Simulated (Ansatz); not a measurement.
# LuBPd3 (Pm-3m): from the cell to its phonons, part 2 of 2

Task: relax LuBPd3 (Pm-3m), then find its harmonic phonons.

Ansatz 0.2.0; DFT PBEsol, scalar-relativistic, plane waves, PAW; PAW set soft_1.

So far, highest frequency on the path or at a solved wavevector (cm⁻¹): step 6 (phonons on a q mesh) 601.

**7. Another isotope, element B, natural mass 10.81 amu (continued)**

The same force constants with the mass of B changed from 10.810 to 10.013 u (phonopy, no LO-TO term). Both lists are sorted by frequency; levels can cross, so a row need not hold one and the same mode. Modes under 3 cm⁻¹ are left out. Isotope shifts, by row, the first 40 of 57 rows:

```
       q  rank  natural mass (cm⁻¹)  changed mass (cm⁻¹)
   0 0 0     4                 39.1                39.26
   0 0 0     5                 39.1                39.26
   0 0 0     6                 39.1                39.26
   0 0 0     7                 83.2                 83.2
   0 0 0     8                 83.2                 83.2
   0 0 0     9                 83.2                 83.2
   0 0 0    10                107.5                107.5
   0 0 0    11                107.5                107.5
   0 0 0    12                107.5                107.5
   0 0 0    13                492.2                508.9
   0 0 0    14                492.2                508.9
   0 0 0    15                492.2                508.9
0 0 0.25     1                 10.2                10.21
0 0 0.25     2                 10.2                10.21
0 0 0.25     3                42.87                43.04
0 0 0.25     4                42.87                43.04
0 0 0.25     5                50.49                50.49
0 0 0.25     6                75.16                75.16
0 0 0.25     7                81.58                81.58
0 0 0.25     8                81.58                81.58
0 0 0.25     9                104.2                104.2
0 0 0.25    10                104.2                104.2
0 0 0.25    11                107.3                107.3
0 0 0.25    12                140.2                140.5
0 0 0.25    13                489.2                505.9
0 0 0.25    14                489.2                505.9
0 0 0.25    15                535.2                555.2
0 0 -0.5     1               -51.19               -51.19
0 0 -0.5     2               -51.19               -51.19
0 0 -0.5     3                   40                40.19
0 0 -0.5     4                   40                40.19
0 0 -0.5     5                54.52                54.53
0 0 -0.5     6                54.75                54.75
0 0 -0.5     7                87.07                87.08
0 0 -0.5     8                87.07                87.08
0 0 -0.5     9                94.39                94.39
0 0 -0.5    10                94.39                94.39
0 0 -0.5    11                103.8                103.8
0 0 -0.5    12                177.7                177.7
0 0 -0.5    13                486.9                503.4
```

A mode of this element alone would shift by +3.90 %. The highest zone-centre frequency without the field goes from 492.2 to 508.9 cm⁻¹ (+3.4 %). The product of the frequency ratios over all optical modes at Γ is 1.119; the product rule, (m/m′)^(3k/2) (M′/M)^(3/2) with k = 1 such atoms and M the mass of the cell, gives 1.119.

**8. Another isotope, element Pd, natural mass 106.42 amu**

The same for Pd, from 106.42 to 109.91 u.

The same force constants with the mass of Pd changed from 106.420 to 109.905 u (phonopy, no LO-TO term). Both lists are sorted by frequency; levels can cross, so a row need not hold one and the same mode. Modes under 3 cm⁻¹ are left out. Isotope shifts, by row, the first 40 of 57 rows:

```
       q  rank  natural mass (cm⁻¹)  changed mass (cm⁻¹)
   0 0 0     4                 39.1                38.61
   0 0 0     5                 39.1                38.61
   0 0 0     6                 39.1                38.61
   0 0 0     7                 83.2                81.87
   0 0 0     8                 83.2                81.87
   0 0 0     9                 83.2                81.87
   0 0 0    10                107.5                106.7
   0 0 0    11                107.5                106.7
   0 0 0    12                107.5                106.7
   0 0 0    13                492.2                491.1
   0 0 0    14                492.2                491.1
   0 0 0    15                492.2                491.1
0 0 0.25     1                 10.2                10.09
0 0 0.25     2                 10.2                10.09
0 0 0.25     3                42.87                42.31
0 0 0.25     4                42.87                42.31
0 0 0.25     5                50.49                49.91
0 0 0.25     6                75.16                73.96
0 0 0.25     7                81.58                80.32
0 0 0.25     8                81.58                80.32
0 0 0.25     9                104.2                103.5
0 0 0.25    10                104.2                103.5
0 0 0.25    11                107.3                106.8
0 0 0.25    12                140.2                138.1
0 0 0.25    13                489.2                488.2
0 0 0.25    14                489.2                488.2
0 0 0.25    15                535.2                534.8
0 0 -0.5     1               -51.19               -50.51
0 0 -0.5     2               -51.19               -50.51
0 0 -0.5     3                   40                39.44
0 0 -0.5     4                   40                39.44
0 0 -0.5     5                54.52                53.65
0 0 -0.5     6                54.75                53.88
0 0 -0.5     7                87.07                85.68
0 0 -0.5     8                87.07                85.68
0 0 -0.5     9                94.39                94.13
0 0 -0.5    10                94.39                94.13
0 0 -0.5    11                103.8                103.8
0 0 -0.5    12                177.7                174.8
0 0 -0.5    13                486.9                485.9
```

A mode of this element alone would shift by -1.60 %. The highest zone-centre frequency without the field goes from 492.2 to 491.1 cm⁻¹ (-0.2 %). The product of the frequency ratios over all optical modes at Γ is 0.892; the product rule, (m/m′)^(3k/2) (M′/M)^(3/2) with k = 3 such atoms and M the mass of the cell, gives 0.892.

**9. Summary of results**

* space group after relaxation (within 0.01 Å): Pm-3m
* volume per atom: 15.1 Å³
* electronic character: no gap on this mesh
* highest optical mode at the zone centre (no LO-TO term): 492 cm⁻¹
* lowest optical zone-centre mode: 39.1 cm⁻¹
* lowest mode on the q mesh (acoustic modes at Γ apart): -51.2 cm⁻¹
* highest frequency on the path or at a solved wavevector: 601 cm⁻¹
* imaginary modes on the 4×4×4 q mesh: yes

What this shows: Modes are clearly imaginary (beyond 10i cm⁻¹) at 4 of the 10 irreducible wavevectors, most at q = (0, 0, -0.5) (51.2i cm⁻¹), so this structure is not a minimum of the energy. The optical modes at Γ span 39 to 492 cm⁻¹. The highest mode in this list at Γ, 492.2 cm⁻¹, is mostly motion of B (87 % of the kinetic energy). With no gap, or one that is small against the smearing, the frequencies hang on the k mesh and the smearing, most of all near Kohn anomalies. Spin-orbit coupling is left out, which can matter for the heavy elements here. The PAW files were made for PBE and serve the other functionals too. These are harmonic frequencies at zero temperature: anharmonic shifts, linewidths and thermal expansion are left out.

[Logs are printed without paths, hosts, clocks, repeated set-up lines and the standing remarks that a program may print on its own settings, such as how far it seeks lower states.]

[Hosts, paths, dates, database ids (printed as entryN), source tags and the programs' standing remarks are cut or masked in the printed files.]
